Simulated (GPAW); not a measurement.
**STM contrast on Mo2C(OH)2 MXene monolayer**

What would a tunnelling microscope show on Mo2C(OH)2 MXene monolayer?

Calculated with GPAW 26.7.0; GPAW, PAW setups; layer in a repeated cell with vacuum, relaxation of atoms and in-plane cell, in the first sound run; inputs show where later runs differ.

### 1. Starting point

The cell holds 7 atoms: 2 H, 2 O, 2 Mo and 1 C. Its edges and angles: a = 3.025 Å, b = 3.025 Å, c = 20.479 Å, α = 90.0°, β = 90.0°, γ = 120.0°. Vacuum lies along c.

### 2. Relaxing the atoms

The atoms are relaxed first, since the surface dipole, and with it the work function, follows the positions of the outer layers.

run.py reads:

```python
import json
import numpy as np
from ase import Atoms
from ase.filters import FrechetCellFilter
from ase.optimize import BFGS
from gpaw import GPAW, PW

slab = Atoms(
    ['H', 'O', 'Mo', 'C', 'Mo', 'O', 'H'],
    positions=[
        [-0.00000, 1.74633, 7.00000],
        [-0.00000, 1.74633, 7.98000],
        [1.51237, 0.87317, 9.04604],
        [0.00000, 0.00000, 10.23952],
        [-0.00000, 1.74633, 11.43300],
        [1.51237, 0.87317, 12.49904],
        [1.51237, 0.87317, 13.47904]],
    cell=[[3.02474, 0.0, 0.0], [-1.51237, 2.6195, 0.0], [0.0, 0.0, 20.479]],
    pbc=[True, True, True])

slab.calc = GPAW(mode=PW(600), xc='PBE', kpts={'size': (12, 12, 1), 'gamma': True},
                 occupations={'name': 'fermi-dirac', 'width': 0.05}, nbands='160%',
                 convergence={'density': 1e-05}, maxiter=200,
                 symmetry={'tolerance': 1e-3}, txt='slab.txt')
result = {}
# The in-plane cell is free; stress needs a cell that repeats along all three vectors
path = []
opt = BFGS(FrechetCellFilter(slab, mask=[1, 1, 0, 0, 0, 1]), maxstep=0.2)
opt.attach(lambda: path.append((slab.get_potential_energy(), slab.positions.tolist(), slab.get_forces().tolist())))
result['relaxed'] = bool(opt.run(fmax=0.02, steps=45))
result['path'] = path
result['cell'] = slab.cell.tolist()
print('in-plane lattice', slab.cell.cellpar().round(4)[[0, 1, 5]])
energy = slab.get_potential_energy()
fermi = slab.calc.get_fermi_level()
v = slab.calc.get_electrostatic_potential().mean((0, 1)) - fermi
n = slab.calc.get_pseudo_density().mean((0, 1))
L = slab.cell[2, 2]
z = np.arange(len(v)) * L / len(v)
low, high = slab.positions[:, 2].min(), slab.positions[:, 2].max()
below, above = np.interp([low - 4.8, high + 4.8], z, v)
slopes = [np.interp(x, z, np.gradient(v, z)) for x in (low - 4.8, high + 4.8)]
eps = np.array([[slab.calc.get_eigenvalues(k, s) for k in range(len(slab.calc.get_ibz_k_points()))]
                for s in range(slab.calc.get_number_of_spins())]) - fermi
top, bottom = eps[eps < 0].max(), eps[eps > 0].min()
dipole = slab.get_dipole_moment()[2]
print(f'energy {energy:.4f} eV, Fermi level {fermi:.4f} eV, dipole {dipole:.5f} e A')
print(f'potential 4.8 A off the faces, from the Fermi level: lower {below:.4f} eV, upper {above:.4f} eV')
print(f'slope of the potential there: lower {slopes[0]:.5f}, upper {slopes[1]:.5f} eV/A')
print(f'nearest levels on the mesh: {top:.4f} and {bottom:.4f} eV')
print('magnetic moment', round(slab.get_magnetic_moment(), 3))
result.update(energy=energy, fermi=fermi, dipole=dipole, below=below, above=above, slopes=slopes, edges=[top, bottom],
              z=z.tolist(), v=v.tolist(), n=n.tolist(), positions=slab.positions.tolist(),
              forces=slab.get_forces(apply_constraint=False).tolist(), moments=slab.get_magnetic_moments().tolist())
json.dump(result, open('result.json', 'w'))
```

On the command line:

```console
$ OMP_NUM_THREADS=1 OPENBLAS_NUM_THREADS=1 python run.py
```

Log:

```text
Step          Energy          fmax
BFGS:    0      -50.885324        3.925205
BFGS:    1      -51.499913        2.816235
BFGS:    2      -52.265916        1.568958
BFGS:    3      -51.244541        7.954979
BFGS:    4      -52.583101        1.121028
BFGS:    5      -52.649726        0.972033
BFGS:    6      -52.844202        0.350018
BFGS:    7      -52.876130        0.296209
BFGS:    8      -52.888636        0.220415
BFGS:    9      -52.906034        0.328723
BFGS:   10      -52.941935        0.541014
BFGS:   11      -52.998636        0.674377
BFGS:   12      -53.065866        0.893420
BFGS:   13      -53.090324        0.501299
BFGS:   14      -53.098594        0.013442
in-plane lattice [  3.2531   3.2531 120.    ]
energy -53.0867 eV, Fermi level 2.2511 eV, dipole 0.00066 e A
potential 4.8 A off the faces, from the Fermi level: lower 1.8622 eV, upper 1.8594 eV
slope of the potential there: lower -0.00666, upper 0.00790 eV/A
nearest levels on the mesh: -0.0014 and 0.0130 eV
magnetic moment 0.0
```

It took 35 min on 1 thread of Intel Xeon Platinum 8259CL at 2.50GHz (Skylake/Cascade Lake), shared host; peak memory 0.65 GiB.

This run has no spin polarisation, although Mo can carry a moment.

Numbers from this step:

| Quantity | Value |
| --- | --- |
| dipole along the normal | 6.63e-4 e·Å |
| levels nearest the Fermi level on the mesh | -0.001382, 0.01299 eV from the Fermi level |

The electrostatic potential energy of an electron (without an applied field's), less the Fermi level, planar mean oscillates, so the rows of the table below give means over windows of 1.54 Å about each position, cut where the curve ends. Its maxima inside the range that stand out by 2 % of the span (Å: eV): 7.3: -0.0337, 8.4: -5.61, 9.9: -13.6, 10.6: -13.6, 12.1: -5.61, 13.1: -0.0420. Its minima: 7.0: -0.960, 8.0: -9.41, 9.3: -22.6, 10.2: -15.2, 11.2: -22.6, 12.5: -9.41, 13.5: -0.968.

Table of electrostatic potential energy of an electron (without an applied field's), less the Fermi level, planar mean by z; means over each step:

z (Å), electrostatic potential energy of an electron (without an applied field's), less the Fermi level, planar mean (eV) and a bar from the least value:
```
     0.77        1.9 ##############################
     2.31        1.9 ##############################
     3.85        1.8 ##############################
     5.39        1.5 #############################
     6.93       -0.4 ##########################
     8.47      -10.6 #########
    10.01      -16.1 
    11.55      -14.2 ###
    13.09       -3.0 ######################
    14.63        1.2 #############################
    16.17        1.8 ##############################
    17.71        1.9 ##############################
    19.25        1.9 ##############################
```

The pseudo valence density, planar mean oscillates, so the rows of the table below give means over windows of 1.19 Å about each position, cut where the curve ends. Its maxima inside the range that stand out by 2 % of the span (Å: e/Å³): 8.0: 0.838, 9.2: 1.55, 11.3: 1.55, 12.5: 0.838. Its minima: 8.5: 0.474, 10.2: 0.717, 11.9: 0.474.

The pseudo valence density, planar mean by z; means over each step:

z (Å), pseudo valence density, planar mean (e/Å³) and a bar:
```
     1.78       0.00 
     2.97       0.00 
     4.17       0.00 
     5.35       0.00 
     6.54       0.06 ##
     7.73       0.55 ###############
     8.93       0.97 ###########################
    10.12       0.83 #######################
    11.30       1.09 ##############################
    12.49       0.61 #################
    13.69       0.11 ###
    14.88       0.00 
    16.06       0.00 
    17.25       0.00 
    18.44       0.00
```

The relaxation lowered the energy of the cell by 2.23 eV (energies extrapolated to zero smearing; the optimiser's log prints free energies). The largest force left on a free atom is 0.013 eV/Å.

### 3. Plane waves, PBE

The work function is the vacuum plateau of the electrostatic potential less the Fermi level; a dipole layer lets the two faces have plateaus of their own.

This step: GPAW, PAW setups; slab in vacuum (GPAW 26.7.0).

run.py reads:

```python
import json
import numpy as np
from ase import Atoms
from ase.dft.stm import STM
from gpaw import GPAW, PW

slab = Atoms(
    ['H', 'O', 'Mo', 'C', 'Mo', 'O', 'H'],
    positions=[
        [0.00000, 1.87816, 7.00000],
        [0.00000, 1.87816, 7.97514],
        [1.62653, 0.93908, 9.29078],
        [0.00000, 0.00000, 10.24979],
        [0.00000, 1.87816, 11.20881],
        [1.62653, 0.93908, 12.52445],
        [1.62653, 0.93908, 13.49959]],
    cell=[[3.25307, -0.0, 0.0], [-1.62653, 2.81724, 0.0], [0.0, 0.0, 20.4996]],
    pbc=[True, True, False])

slab.calc = GPAW(mode=PW(500), xc='PBE', kpts={'size': (12, 12, 1), 'gamma': True},
                 occupations={'name': 'fermi-dirac', 'width': 0.05}, nbands='160%',
                 convergence={'density': 1e-05}, maxiter=200,
                 poissonsolver={'dipolelayer': 'xy'},
                 symmetry={'tolerance': 1e-3}, txt='slab.txt')
result = {}
energy = slab.get_potential_energy()
fermi = slab.calc.get_fermi_level()
v = slab.calc.get_electrostatic_potential().mean((0, 1)) - fermi
n = slab.calc.get_pseudo_density().mean((0, 1))
L = slab.cell[2, 2]
z = np.arange(len(v)) * L / len(v)
low, high = slab.positions[:, 2].min(), slab.positions[:, 2].max()
below, above = np.interp([low - 4.8, high + 4.8], z, v)
slopes = [np.interp(x, z, np.gradient(v, z)) for x in (low - 4.8, high + 4.8)]
eps = np.array([[slab.calc.get_eigenvalues(k, s) for k in range(len(slab.calc.get_ibz_k_points()))]
                for s in range(slab.calc.get_number_of_spins())]) - fermi
top, bottom = eps[eps < 0].max(), eps[eps > 0].min()
dipole = slab.get_dipole_moment()[2]
print(f'energy {energy:.4f} eV, Fermi level {fermi:.4f} eV, dipole {dipole:.5f} e A')
print(f'potential 4.8 A off the faces, from the Fermi level: lower {below:.4f} eV, upper {above:.4f} eV')
print(f'slope of the potential there: lower {slopes[0]:.5f}, upper {slopes[1]:.5f} eV/A')
print(f'nearest levels on the mesh: {top:.4f} and {bottom:.4f} eV')
print('magnetic moment', round(slab.get_magnetic_moment(), 3))
result.update(energy=energy, fermi=fermi, dipole=dipole, below=below, above=above, slopes=slopes, edges=[top, bottom],
              z=z.tolist(), v=v.tolist(), n=n.tolist(), positions=slab.positions.tolist(),
              forces=slab.get_forces(apply_constraint=False).tolist(), moments=slab.get_magnetic_moments().tolist())

# Images need the states of the whole zone, up to time reversal
slab.calc = slab.calc.fixed_density(symmetry={'point_group': False}, txt='states.txt', nbands='220%',
                                    convergence={'bands': 'CBM+0.8'})
stm = STM(slab)
result['stm'] = []
for bias in [-0.5, 0.5]:
    height = high + 4.0
    current = stm.get_averaged_current(bias, height)
    x, y, h = stm.scan(bias, current)
    i, f = divmod(height / L * stm.ldos.shape[2], 1)
    I = abs((1 - f) * stm.ldos[:, :, int(i)] + f * stm.ldos[:, :, int(i) + 1])
    print(f'bias {bias} V: mean current at 4.0 A {current:.4e}, corrugation {np.ptp(h):.4f} A')
    result['stm'].append(dict(bias=bias, current=current, h=(h - high).tolist(), I=I.tolist()))
json.dump(result, open('result.json', 'w'))
```

Log:

```text
energy -52.3790 eV, Fermi level 2.2237 eV, dipole -0.00014 e A
potential 4.8 A off the faces, from the Fermi level: lower 1.8986 eV, upper 1.9021 eV
slope of the potential there: lower -0.00802, upper 0.00802 eV/A
nearest levels on the mesh: -0.0030 and 0.0144 eV
magnetic moment 0.0
bias -0.5 V: mean current at 4.0 A 6.9301e-05, corrugation 0.0222 A
bias 0.5 V: mean current at 4.0 A 3.3882e-04, corrugation 0.0254 A
```

Elapsed: 10 min, on 1 thread; peak memory 0.72 GiB.

Numbers from this step:

| Item | Value |
| --- | --- |
| dipole along the normal | -1.38e-4 e·Å |
| levels nearest the Fermi level on the mesh | -0.002986, 0.01442 eV from the Fermi level |
| upper work function | 1.902 eV |
| lower work function | 1.899 eV |
| corrugation -0.5 | 0.02220 Å |
| corrugation 0.5 | 0.02537 Å |

The electrostatic potential energy of an electron (without an applied field's), less the Fermi level, planar mean oscillates, so the rows of the table below give means over windows of 1.52 Å about each position, cut where the curve ends. Its maxima inside the range that stand out by 2 % of the span (Å: eV): 7.3: -0.00445, 8.4: -5.68, 10.0: -13.5, 10.5: -13.5, 12.1: -5.67, 13.2: -0.00108. Its minima: 7.0: -0.932, 8.0: -9.46, 9.3: -22.6, 10.2: -15.2, 11.2: -22.6, 12.5: -9.46, 13.5: -0.929.

Electrostatic potential energy of an electron (without an applied field's), less the Fermi level, planar mean against z; means over each step:

z (Å), electrostatic potential energy of an electron (without an applied field's), less the Fermi level, planar mean (eV) and a bar from the least value:
```
     0.76        1.9 ##############################
     2.28        1.9 ##############################
     3.80        1.9 ##############################
     5.32        1.6 #############################
     6.84        0.0 ###########################
     8.36       -9.1 ############
     9.88      -16.7 
    11.40      -15.1 ###
    12.92       -3.7 #####################
    14.44        1.0 #############################
    15.96        1.8 ##############################
    17.48        1.9 ##############################
    19.00        1.9 ##############################
```

Pseudo valence density, planar mean against z:

z (Å), pseudo valence density, planar mean (e/Å³) and a bar:
```
     0.00       0.00 
     0.57       0.00 
     1.14       0.00 
     1.71       0.00 
     2.28       0.00 
     2.66       0.00 
     3.23       0.00 
     3.80       0.00 
     4.37       0.00 
     4.94       0.00 
     5.50       0.00 
     6.07       0.01 
     6.64       0.05 #
     7.21       0.20 ####
     7.59       0.46 #########
     8.16       0.76 ##############
     8.73       0.54 ##########
     9.30       1.59 ##############################
     9.87       0.79 ###############
    10.44       0.73 ##############
    11.01       1.37 ##########################
    11.58       0.86 ################
    12.15       0.58 ###########
    12.72       0.67 #############
    13.10       0.29 ######
    13.67       0.09 ##
    14.24       0.01 
    14.81       0.00 
    15.37       0.00 
    15.94       0.00 
    16.51       0.00 
    17.08       0.00 
    17.65       0.00 
    18.03       0.00 
    18.60       0.00 
    19.17       0.00 
    19.74       0.00 
    20.31       0.00
```

Tip height over the top atom over a1 and a2. Sample bias -0.5 V, constant current at the mean current 4.0 Å over the top atom.

Ten even steps from '0' (3.990 Å) to '9' (4.012 Å):
```
100023444444320001
000023455543200000
000123455432100000
222223565322222222
333335775333333443
344457975444345554
445567765544456654
445555555445678765
445433454457999975
444323444589999985
443223445799999975
332123346999899964
320023457999999754
200023568999998653
000024567999976542
000024556787655420
110023445555443200
210023344444332001
```
Columns: a1 from 0 to 0.944; rows upwards: a2 from 0 to 0.944.

Local density of states summed over the bias window over a1 and a2. Sample bias -0.5 V, constant height 4.0 Å over the top atom.

Ten even steps from '_' (6.85 × 1e-5 arbitrary) to '@' (7.02 × 1e-5 arbitrary):
```
..______..::--========--::..______..
________..--====++====--..__________
______..::--==++++==--::..__________
::....::::--++**++--::::....::::::::
--::------++%%%%++------::----====--
----====++%%@@%%++====------==++==--
======++**%%%%**++========++****++==
====++++++++++++++====++**######**++
========----========++##@@@@@@@@##++
======--::--======++%%@@@@@@@@@@%%++
==----::::----==++##@@@@%%%%@@@@##++
--::......::--==**@@@@%%%%%%@@@@**==
--..____..----++##@@@@%%%%@@@@##++--
::______::--==**##@@@@@@@@@@##**==--
________::==++**##@@@@@@@@##**++==::
________::====++**##%%##**++====::__
....____::----==++++++++==----::____
::..____::----==========----::____..
```
Columns: a1 from 0 to 0.944; rows upwards: a2 from 0 to 0.944.

Tip height over the top atom over a1 and a2. Sample bias 0.5 V, constant current at the mean current 4.0 Å over the top atom.

Values in Å, 12 rows by 16 columns, each cell a mean:
```
3.996 3.994 3.992 3.993 3.995 3.997 3.999 4.000 4.000 3.998 3.996 3.995 3.993 3.992 3.994 3.996
3.993 3.992 3.993 3.994 3.995 3.996 3.999 3.999 3.997 3.996 3.995 3.994 3.992 3.992 3.994 3.994
3.994 3.995 3.995 3.995 3.996 3.999 4.000 3.999 3.996 3.995 3.995 3.995 3.994 3.995 3.996 3.994
3.996 3.997 3.997 3.997 3.999 4.001 4.001 3.999 3.997 3.996 3.997 3.997 3.997 3.998 3.998 3.996
4.000 3.999 3.999 3.999 4.000 4.000 4.000 3.999 3.999 4.000 4.001 4.002 4.005 4.005 4.003 4.001
4.002 4.000 3.999 3.997 3.997 3.997 3.999 4.000 4.002 4.004 4.008 4.010 4.012 4.011 4.008 4.005
4.000 3.998 3.996 3.995 3.995 3.996 3.999 4.001 4.007 4.012 4.015 4.016 4.016 4.015 4.011 4.005
3.998 3.996 3.995 3.995 3.996 3.997 3.999 4.004 4.011 4.016 4.017 4.017 4.017 4.014 4.008 4.001
3.995 3.993 3.993 3.993 3.995 3.997 4.001 4.008 4.013 4.016 4.017 4.016 4.013 4.008 4.002 3.997
3.993 3.992 3.992 3.993 3.995 3.998 4.002 4.008 4.013 4.015 4.014 4.012 4.007 4.002 3.998 3.995
3.995 3.995 3.994 3.994 3.996 3.997 4.000 4.004 4.008 4.008 4.006 4.002 3.998 3.996 3.995 3.994
3.998 3.996 3.994 3.994 3.995 3.996 3.999 4.001 4.004 4.002 3.999 3.997 3.995 3.994 3.994 3.996
```
Columns: a1 from 0 to 0.944; rows upwards: a2 from 0 to 0.944.

Local density of states summed over the bias window over a1 and a2. Sample bias 0.5 V, constant height 4.0 Å over the top atom.

Ten even steps from '_' (3.36 × 1e-4 arbitrary) to '@' (3.45 × 1e-4 arbitrary):
```
::..______..::::----::::..______..::
..______....::::--::::....______....
______......::::::::......______....
____........::--::........____......
..........::----::..................
..::::::::--==--::::::::..::::--::::
::::::::--------::::::::----====----
------::::::::::------==++******++==
==--::::....::::--==++**%%%%%%%%**++
--::::......::::--++##%%@@@@@@%%##++
::::........::::==**%%@@@@@@@@%%**==
..............--++%%@@@@@@@@@@%%++--
..________..::--**%%@@@@@@@@%%**--::
__________..::==**%%@@@@@@%%**==::..
________....--==**%%%%%%%%**==--....
............::--++**##**++--::......
::::........::--==++++==--::........
::::..____....::--==--::....____..::
```
Columns: a1 from 0 to 0.944; rows upwards: a2 from 0 to 0.944.

Force by atom:

```csv
atom,x (eV/Å),y (eV/Å),z (eV/Å),size
H1,0.000,0.000,-0.112,0.112
O2,0.000,0.000,0.102,0.102
Mo3,0.000,0.000,0.005,0.005
C4,0.000,0.000,0.000,0.000
Mo5,0.000,0.000,-0.005,0.005
O6,0.000,0.000,-0.102,0.102
H7,0.000,0.000,0.112,0.112
```

The potential is flat to 0.008 eV/Å where it is read, so the vacuum is wide enough.

### 4. Outcome

```json
{
  "work function, both faces": "1.90 eV",
  "dipole along the normal": "-1.4e-4 e Å",
  "corrugation at -0.5 V": "0.0222 Å",
  "corrugation at 0.5 V": "0.0254 Å"
}
```

What this shows: In GPAW's constant-current maps the tip height varies by under 0.05 Å at every bias shown (0.025 Å at most), which is near the numerical ripple of the maps: an s-wave tip would see an almost flat surface. Negative sample bias images filled states, positive bias empty ones. The images are of Tersoff-Hamann type: an s-wave tip, no tip-sample forces, heights closer than in a microscope. The starting lattice was a guess from atomic radii; the relaxation moved it by 8 %. The layer's cell and atoms come from the relaxation; spin-orbit coupling and temperature are left out.

[Logs are printed without paths, hosts, clocks, repeated set-up lines and the standing remarks that a program may print on its own settings, such as how far it seeks lower states.]

[Hosts, paths, dates, database ids (printed as entryN), source tags and the programs' standing remarks are cut or masked in the printed files.]
